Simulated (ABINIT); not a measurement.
## RbGeH3 (Pm-3m): from the cell to the phonon bands

How does RbGeH3 (Pm-3m) vibrate, and is this structure a minimum?

Program: ABINIT 10.8.3. Level of theory: DFT PBE, scalar-relativistic, plane waves, PseudoDojo norm-conserving pseudopotentials. Results are calculated unless marked as measured.

The structure was built from a prototype and need not be the compound's stable phase.

## (1) Set-up

Symmetry: Pm-3m, No. 221, cubic system. The conventional cell has a = 4.410 Å, b = 4.410 Å, c = 4.410 Å, α = 90.00°, β = 90.00°, γ = 90.00°. Nearest to Rb lie 12 H at 3.12 Å. Nearest to Ge lie 6 H at 2.20 Å. Nearest to H lie 2 Ge at 2.20 Å and 4 Rb at 3.12 Å and 8 H at 3.12 Å. Farther neighbours are not listed.

## (2) A probe with smearing

A first run with smearing and empty bands tells whether the crystal has a gap, which decides between fixed occupations and smearing later on.

File probe.abi:

```
# ground state
tolvrs 1.0d-08
prtden 1
prtwf 1

# basis, mesh and filling
ecut 35.0
ngkpt 4 4 4
nshiftk 1
shiftk 0.0 0.0 0.0
istwfk *1
occopt 7
tsmear 0.005
nband 20
nstep 100
diemac 9.0
prtebands 0
prtgsr 0
useylm 1

# cell and atoms
acell 8.33369221 8.33369221 8.33369221
rprim 
    1.0 0.0 0.0
    0.0 1.0 0.0
    0.0 0.0 1.0
ntypat 3
znucl 37 32 1
natom 5
typat 1 2 3 3 3
xred 
    0.0 0.0 0.0
    0.5 0.5 0.5
    0.5 0.5 0.0
    0.5 0.0 0.5
    0.0 0.5 0.5
pp_dirpath "./pseudo"
pseudos "Rb.upf, Ge.upf, H.upf"
```

Run with:

```
$ OMP_NUM_THREADS=1 mpirun -n 4 abinit probe.abi > probe.log
```

Numbers of over 12 decimals in the logs are rounded to 6 here.

probe.abo, the main output file:

```text
[banners, grids, parts of the stress and lines that vanish by symmetry left out]
- input  file    -> probe.abi
- output file    -> probe.abo
- root for input  files -> probei
[...]
Symmetries : space group Pm -3 m (#221); Bravais cP (primitive cubic)
[...]
mpw =        5832          nfft =      110592          nkpt =          10
[...]
== DATASET  1 ==================================================================
[...]
cutoff_energies: {ecut:  35.0, pawecutdg:  -1.0, }
[...]
ETOT  1  -116.36860218939    -1.164E+02 9.188E-01 5.218E+02
 ETOT  2  -117.93458028488    -1.566E+00 1.772E-02 6.849E+02
 ETOT  3  -118.01717548957    -8.260E-02 3.911E-03 1.201E+02
 ETOT  4  -118.03036723582    -1.319E-02 3.578E-03 1.668E+00
 ETOT  5  -118.03003537364     3.319E-04 1.813E-03 6.709E+00
[...]
ETOT  9  -118.03090852442    -1.284E-07 6.830E-04 5.239E-07
 ETOT 10  -118.03090852456    -1.327E-10 1.940E-04 1.957E-09
 At SCF step   10       vres2   =  1.96E-09 < tolvrs=  1.00E-08 =>converged.
[...]
sigma(1 1)=  1.30855208E-04  sigma(3 2)=  0.00000000E+00
  sigma(2 2)=  1.30855208E-04  sigma(3 1)=  0.00000000E+00
  sigma(3 3)=  1.30855208E-04  sigma(2 1)=  0.00000000E+00
[...]
convergence: {deltae: -1.327E-10, res2:  1.957E-09, residm:  1.940E-04, diffor: null, }
etotal    :  -1.18030909E+02
[...]
sigma(1 1)=  1.30855208E-04  sigma(3 2)=  0.00000000E+00
  sigma(2 2)=  1.30855208E-04  sigma(3 1)=  0.00000000E+00
  sigma(3 3)=  1.30855208E-04  sigma(2 1)=  0.00000000E+00
[...]
- sigma(1 1)=  3.84989314E+00  sigma(3 2)=  0.00000000E+00
- sigma(2 2)=  3.84989314E+00  sigma(3 1)=  0.00000000E+00
- sigma(3 3)=  3.84989314E+00  sigma(2 1)=  0.00000000E+00
[...]
fcart     -0.0000000000E+00 -0.0000000000E+00 -0.0000000000E+00
           strten      1.3085520799E-04  1.3085520799E-04  1.3085520799E-04
================================================================================

[key lines of the parts left out:]
pressure_GPa:  -3.8499E+00
```

Elapsed: 23 s, on 4 MPI ranks of Arm Neoverse N1, shared host.

Numbers from this step:

```yaml
volume_per_atom: 17.15 Å³
pressure: -3.850 GPa
gap_on_the_k_mesh: 0 eV
```

No gap opens on this mesh, so smearing is kept; the printed pressure holds the stress of the finite basis too.

## (3) Rough relaxation

The typed start is rough, so a first relaxation with smearing and loose thresholds takes it towards rest cheaply.

File prerelax.abi:

```
# relaxation
ionmov 2
optcell 2
dilatmx 1.15
chkdilatmx 0
ntime 40
tolmxf 3.0d-04
tolvrs 1.0d-10
prtwf 0
prtden 0
chksymtnons 0

# basis, mesh and filling
ecut 35.0
ecutsm 3.0
ngkpt 4 4 4
nshiftk 1
shiftk 0.0 0.0 0.0
istwfk *1
occopt 7
tsmear 0.005
nband 20
nstep 100
diemac 1000000.0
prtebands 0
prtgsr 0
useylm 1

# cell and atoms
acell 8.33369221 8.33369221 8.33369221
rprim 
    1.0 0.0 0.0
    0.0 1.0 0.0
    0.0 0.0 1.0
ntypat 3
znucl 37 32 1
natom 5
typat 1 2 3 3 3
xred 
    0.0 0.0 0.0
    0.5 0.5 0.5
    0.5 0.5 0.0
    0.5 0.0 0.5
    0.0 0.5 0.5
pp_dirpath "./pseudo"
pseudos "Rb.upf, Ge.upf, H.upf"
```

Run with:

```
$ OMP_NUM_THREADS=1 mpirun -n 4 abinit prerelax.abi > prerelax.log
```

prerelax.abo, the main output file:

```text
[banners, grids, parts of the stress and lines that vanish by symmetry left out]
- input  file    -> prerelax.abi
- output file    -> prerelax.abo
- root for input  files -> prerelaxi
[...]
Symmetries : space group Pm -3 m (#221); Bravais cP (primitive cubic)
[...]
mpw =        8744          nfft =      157464          nkpt =          10
[...]
== DATASET  1 ==================================================================
[...]
cutoff_energies: {ecut:  35.0, pawecutdg:  -1.0, }
[...]
ETOT  1  -116.22165850229    -1.162E+02 8.581E-01 8.754E+02
 ETOT  2  -117.92933729642    -1.708E+00 1.346E-02 9.647E+02
 ETOT  3  -118.01378351364    -8.445E-02 2.437E-02 1.951E+02
 ETOT  4  -118.02927931611    -1.550E-02 3.729E-03 8.847E+00
 ETOT  5  -118.02879843609     4.809E-04 1.235E-03 1.054E+01
[...]
At SCF step   12       vres2   =  2.13E-11 < tolvrs=  1.00E-10 =>converged.
[...]
ETOT  9  -118.03552875030     2.117E-12 5.454E-08 1.155E-11
 At SCF step    9       vres2   =  1.16E-11 < tolvrs=  1.00E-10 =>converged.
[...]
sigma(1 1)= -2.05709314E-06  sigma(3 2)=  0.00000000E+00
  sigma(2 2)= -2.05709314E-06  sigma(3 1)=  0.00000000E+00
  sigma(3 3)= -2.05709314E-06  sigma(2 1)=  0.00000000E+00
[...]
convergence: {deltae:  2.117E-12, res2:  1.155E-11, residm:  5.454E-08, diffor: null, }
etotal    :  -1.18035529E+02
[...]
At Broyd/MD step   4, gradients are converged :
[...]
sigma(1 1)= -2.05709314E-06  sigma(3 2)=  0.00000000E+00
  sigma(2 2)= -2.05709314E-06  sigma(3 1)=  0.00000000E+00
  sigma(3 3)= -2.05709314E-06  sigma(2 1)=  0.00000000E+00
[...]
- sigma(1 1)= -6.05217698E-02  sigma(3 2)=  0.00000000E+00
- sigma(2 2)= -6.05217698E-02  sigma(3 1)=  0.00000000E+00
- sigma(3 3)= -6.05217698E-02  sigma(2 1)=  0.00000000E+00
[...]
fcart     -0.0000000000E+00 -0.0000000000E+00 -0.0000000000E+00
           strten     -2.0570931438E-06 -2.0570931438E-06 -2.0570931438E-06
================================================================================

[key lines of the parts left out:]
pressure_GPa:   6.0522E-02
Total energy (etotal) [Ha]= -1.18035528750296E+02
```

The job ended after 2.2 min (4 MPI ranks).

The steps of the relaxation:

| step | energy less that of the first step (eV) | largest force (eV/Å) | volume (Å³) |
| --- | --- | --- | --- |
| 1 | 0.0000 | 0.0000 | 85.77 |
| 2 | -0.0175 | 0.0000 | 84.90 |
| 3 | -0.1574 | 0.0000 | 72.43 |
| 4 | -0.1575 | 0.0000 | 72.00 |

| conventional cell, symmetrised | before | after | change |
| --- | --- | --- | --- |
| a (Å) | 4.410 | 4.160 | -5.7 % |
| b (Å) | 4.410 | 4.160 | -5.7 % |
| c (Å) | 4.410 | 4.160 | -5.7 % |
| volume (Å³/atom) | 17.15 | 14.40 | -16.1 % |

The relaxed structure:

```xyz
5
Lattice="4.1601 0.0000 0.0000 0.0000 4.1601 0.0000 0.0000 0.0000 4.1601" Properties=species:S:1:pos:R:3 pbc="T T T"
Rb    0.0000    0.0000    0.0000
Ge    2.0801    2.0801    2.0801
H     2.0801    2.0801    0.0000
H     2.0801    0.0000    2.0801
H     0.0000    2.0801    2.0801
```

Read from the output:

* volume per atom: 14.40 Å³
* pressure: 0.06052 GPa

The volume changes by -16.1 % in this run and stands -16.1 % from the first cell.

## (4) Rough relaxation

The cell changed much, so the rough relaxation is repeated on a basis made for the new cell.

prerelax.abi, as its differences from that of step 3:

```diff
@@ -29,3 +29,3 @@
 # cell and atoms
-acell 8.33369221 8.33369221 8.33369221
+acell 7.861525214 7.861525214 7.861525214
 rprim
```

prerelax.abo, the main output file:

```text
[banners, grids, parts of the stress and lines that vanish by symmetry left out]
- input  file    -> prerelax.abi
- output file    -> prerelax.abo
- root for input  files -> prerelaxi
[...]
Symmetries : space group Pm -3 m (#221); Bravais cP (primitive cubic)
[...]
mpw =        7400          nfft =      125000          nkpt =          10
[...]
== DATASET  1 ==================================================================
[...]
cutoff_energies: {ecut:  35.0, pawecutdg:  -1.0, }
[...]
ETOT  1  -116.66006074680    -1.167E+02 1.104E+00 3.408E+02
 ETOT  2  -117.99563688905    -1.336E+00 8.895E-03 4.037E+02
 ETOT  3  -118.02879068010    -3.315E-02 8.628E-03 8.997E+01
 ETOT  4  -118.03549429541    -6.704E-03 1.332E-02 3.491E-01
 ETOT  5  -118.03552559239    -3.130E-05 4.779E-04 6.531E-02
[...]
ETOT 10  -118.03552869367    -1.590E-10 4.366E-05 9.894E-10
 ETOT 11  -118.03552869366     9.905E-12 6.650E-05 1.549E-11
 At SCF step   11       vres2   =  1.55E-11 < tolvrs=  1.00E-10 =>converged.
[...]
sigma(1 1)= -2.05469614E-06  sigma(3 2)=  0.00000000E+00
  sigma(2 2)= -2.05469614E-06  sigma(3 1)=  0.00000000E+00
  sigma(3 3)= -2.05469614E-06  sigma(2 1)=  0.00000000E+00
[...]
convergence: {deltae:  9.905E-12, res2:  1.549E-11, residm:  6.650E-05, diffor: null, }
etotal    :  -1.18035529E+02
[...]
At Broyd/MD step   1, gradients are converged :
[...]
sigma(1 1)= -2.05469614E-06  sigma(3 2)=  0.00000000E+00
  sigma(2 2)= -2.05469614E-06  sigma(3 1)=  0.00000000E+00
  sigma(3 3)= -2.05469614E-06  sigma(2 1)=  0.00000000E+00
[...]
- sigma(1 1)= -6.04512476E-02  sigma(3 2)=  0.00000000E+00
- sigma(2 2)= -6.04512476E-02  sigma(3 1)=  0.00000000E+00
- sigma(3 3)= -6.04512476E-02  sigma(2 1)=  0.00000000E+00
[...]
fcart     -0.0000000000E+00 -0.0000000000E+00 -0.0000000000E+00
           strten     -2.0546961442E-06 -2.0546961442E-06 -2.0546961442E-06
================================================================================

[key lines of the parts left out:]
pressure_GPa:   6.0451E-02
Total energy (etotal) [Ha]= -1.18035528693665E+02
```

Elapsed: 32 s, on 4 MPI ranks.

Little changed from the start: no atom moved by 0.005 Å and no cell edge by 0.1 %.

This step gave:

| Quantity | Value |
| --- | --- |
| pressure | 0.06045 GPa |

The volume changes by +0.0 % in this run and stands -16.1 % from the first cell.

## (5) Relaxing the cell and atoms

The harmonic expansion needs vanishing forces, and a free crystal bears no stress, so cell and atoms are brought to rest. Stress is more sensitive to the basis than forces are: the last 3 Ha under the cutoff are smoothed with ecutsm, and the cutoff is raised above that of the later runs.

relax.abi, as its differences from prerelax.abi of step 4:

```diff
@@ -3,7 +3,6 @@
 optcell 2
-dilatmx 1.15
-chkdilatmx 0
+dilatmx 1.08
 ntime 40
-tolmxf 3.0d-04
-tolvrs 1.0d-10
+tolmxf 1.0d-05
+tolvrs 1.0d-14
 prtwf 0
@@ -13,5 +12,5 @@
 # basis, mesh and filling
-ecut 35.0
+ecut 43.0
 ecutsm 3.0
-ngkpt 4 4 4
+ngkpt 6 6 6
 nshiftk 1
@@ -19,4 +18,4 @@
 istwfk *1
-occopt 7
-tsmear 0.005
+occopt 6
+tsmear 0.01
 nband 20
```

Run with:

```
$ OMP_NUM_THREADS=1 mpirun -n 4 abinit relax.abi > relax.log
```

relax.abo, the main output file:

```text
[banners, grids, parts of the stress and lines that vanish by symmetry left out]
- input  file    -> relax.abi
- output file    -> relax.abo
- root for input  files -> relaxi
[...]
Symmetries : space group Pm -3 m (#221); Bravais cP (primitive cubic)
[...]
mpw =        8289          nfft =      157464          nkpt =          20
[...]
== DATASET  1 ==================================================================
[...]
cutoff_energies: {ecut:  43.0, pawecutdg:  -1.0, }
[...]
ETOT  1  -116.60820581095    -1.166E+02 1.022E+00 4.583E+02
 ETOT  2  -118.00060610047    -1.392E+00 1.854E-02 5.913E+02
 ETOT  3  -118.03901734310    -3.841E-02 7.220E-03 1.393E+02
 ETOT  4  -118.04735293168    -8.336E-03 1.553E-02 7.647E-01
 ETOT  5  -118.04735793417    -5.002E-06 2.465E-03 7.567E-01
[...]
At SCF step   14       vres2   =  7.38E-17 < tolvrs=  1.00E-14 =>converged.
[...]
sigma(1 1)=  1.53363360E-06  sigma(3 2)=  0.00000000E+00
  sigma(2 2)=  1.53363360E-06  sigma(3 1)=  0.00000000E+00
  sigma(3 3)=  1.53363360E-06  sigma(2 1)=  0.00000000E+00
[...]
convergence: {deltae: -3.070E-12, res2:  7.384E-17, residm:  7.859E-05, diffor: null, }
etotal    :  -1.18047400E+02
[...]
ETOT  1  -118.04740013339    -1.180E+02 3.669E-05 6.954E-03
[...]
At SCF step    9       vres2   =  5.75E-15 < tolvrs=  1.00E-14 =>converged.
[...]
sigma(1 1)=  1.38261426E-06  sigma(3 2)=  0.00000000E+00
  sigma(2 2)=  1.38261426E-06  sigma(3 1)=  0.00000000E+00
  sigma(3 3)=  1.38261426E-06  sigma(2 1)=  0.00000000E+00
[...]
convergence: {deltae:  8.868E-12, res2:  5.754E-15, residm:  3.341E-05, diffor: null, }
etotal    :  -1.18047401E+02
[...]
ETOT  1  -118.04736338301    -1.180E+02 4.071E-04 5.816E-01
[...]
ETOT 10  -118.04740099853    -4.547E-12 4.444E-04 2.779E-14
 ETOT 11  -118.04740099853     2.899E-12 2.232E-05 4.787E-16
 At SCF step   11       vres2   =  4.79E-16 < tolvrs=  1.00E-14 =>converged.
[...]
sigma(1 1)= -2.32004372E-09  sigma(3 2)=  0.00000000E+00
  sigma(2 2)= -2.32004372E-09  sigma(3 1)=  0.00000000E+00
  sigma(3 3)= -2.32004372E-09  sigma(2 1)=  0.00000000E+00
[...]
convergence: {deltae:  2.899E-12, res2:  4.787E-16, residm:  2.232E-05, diffor: null, }
etotal    :  -1.18047401E+02
[...]
At Broyd/MD step   3, gradients are converged :
[...]
sigma(1 1)= -2.32004372E-09  sigma(3 2)=  0.00000000E+00
  sigma(2 2)= -2.32004372E-09  sigma(3 1)=  0.00000000E+00
  sigma(3 3)= -2.32004372E-09  sigma(2 1)=  0.00000000E+00
[...]
- sigma(1 1)= -6.82580429E-05  sigma(3 2)=  0.00000000E+00
- sigma(2 2)= -6.82580428E-05  sigma(3 1)=  0.00000000E+00
- sigma(3 3)= -6.82580429E-05  sigma(2 1)=  0.00000000E+00
[...]
fcart     -0.0000000000E+00 -0.0000000000E+00 -0.0000000000E+00
           strten     -2.3200437231E-09 -2.3200437188E-09 -2.3200437205E-09
================================================================================

[key lines of the parts left out:]
pressure_GPa:   6.8258E-05
Total energy (etotal) [Ha]= -1.18047400998529E+02
```

Run time: 2.8 min. Hardware: 4 MPI ranks; 11 min of CPU time.

Little changed from the start: no atom moved by 0.005 Å and no cell edge by 0.1 %.

This step gave:

| Quantity | Value |
| --- | --- |
| volume per atom | 14.38 Å³ |
| pressure | 6.83e-5 GPa |

The volume changes by -0.1 % in this run and stands -16.2 % from the first cell.

## (6) Self-consistent run for the response

First-order wavefunctions inherit every error of the ground state, hence the very tight tolvrs. Smearing stays on, as the first look found no gap above 0.3 eV.

File gs.abi:

```
# ground state
tolvrs 1.0d-16
prtden 1
prtwf 1

# basis, mesh and filling
ecut 35.0
ngkpt 6 6 6
nshiftk 1
shiftk 0.0 0.0 0.0
istwfk *1
occopt 6
tsmear 0.01
nband 20
nstep 100
diemac 1000000.0
prtebands 0
prtgsr 0
useylm 1

# cell and atoms
acell 7.857856699 7.857856699 7.857856699
rprim 
    1.0 0.0 0.0
    0.0 1.0 0.0
    0.0 0.0 1.0
ntypat 3
znucl 37 32 1
natom 5
typat 1 2 3 3 3
xred 
    0.0 0.0 0.0
    0.5 0.5 0.5
    0.5 0.5 0.0
    0.5 0.0 0.5
    0.0 0.5 0.5
pp_dirpath "./pseudo"
pseudos "Rb.upf, Ge.upf, H.upf"
```

Run with:

```
$ OMP_NUM_THREADS=1 mpirun -n 4 abinit gs.abi > gs.log
```

gs.abo, the main output file:

```text
[banners, grids, parts of the stress and lines that vanish by symmetry left out]
- input  file    -> gs.abi
- output file    -> gs.abo
- root for input  files -> gsi
[...]
Symmetries : space group Pm -3 m (#221); Bravais cP (primitive cubic)
[...]
mpw =        4837          nfft =       91125          nkpt =          20
[...]
== DATASET  1 ==================================================================
[...]
cutoff_energies: {ecut:  35.0, pawecutdg:  -1.0, }
[...]
ETOT  1  -116.64911391012    -1.166E+02 9.304E-01 2.700E+02
 ETOT  2  -118.00002246757    -1.351E+00 2.041E-02 3.356E+02
 ETOT  3  -118.03892961690    -3.891E-02 2.385E-03 7.472E+01
 ETOT  4  -118.04681235150    -7.883E-03 2.122E-02 3.144E-01
 ETOT  5  -118.04682857034    -1.622E-05 7.307E-04 4.043E-01
[...]
ETOT 13  -118.04687047083     7.532E-13 2.778E-04 9.161E-15
 ETOT 14  -118.04687047082     8.427E-12 1.648E-04 4.037E-17
 At SCF step   14       vres2   =  4.04E-17 < tolvrs=  1.00E-16 =>converged.
[...]
sigma(1 1)=  2.15023947E-05  sigma(3 2)=  0.00000000E+00
  sigma(2 2)=  2.15023947E-05  sigma(3 1)=  0.00000000E+00
  sigma(3 3)=  2.15023947E-05  sigma(2 1)=  0.00000000E+00
[...]
convergence: {deltae:  8.427E-12, res2:  4.037E-17, residm:  1.648E-04, diffor: null, }
etotal    :  -1.18046870E+02
[...]
sigma(1 1)=  2.15023947E-05  sigma(3 2)=  0.00000000E+00
  sigma(2 2)=  2.15023947E-05  sigma(3 1)=  0.00000000E+00
  sigma(3 3)=  2.15023947E-05  sigma(2 1)=  0.00000000E+00
[...]
- sigma(1 1)=  6.32622294E-01  sigma(3 2)=  0.00000000E+00
- sigma(2 2)=  6.32622294E-01  sigma(3 1)=  0.00000000E+00
- sigma(3 3)=  6.32622294E-01  sigma(2 1)=  0.00000000E+00
[...]
fcart     -0.0000000000E+00 -0.0000000000E+00 -0.0000000000E+00
           strten      2.1502394719E-05  2.1502394719E-05  2.1502394719E-05
================================================================================

[key lines of the parts left out:]
pressure_GPa:  -6.3262E-01
```

Wall time 45 s (4 MPI ranks).

Read from the output:

```yaml
pressure: -0.6326 GPa
```

The cell stands at -0.63 GPa: the relaxation ran with a smoothed and higher cutoff, and the difference is a stress of the finite basis.

(Continued in part 2 of 6.)

[Host names and launcher messages were left out of these logs when they were recorded.]

[Logs are printed without paths, hosts, clocks, repeated set-up lines and the standing remarks that a program may print on its own settings, such as how far it seeks lower states.]

[Hosts, paths, dates, database ids (printed as entryN), source tags and the programs' standing remarks are cut or masked in the printed files.]
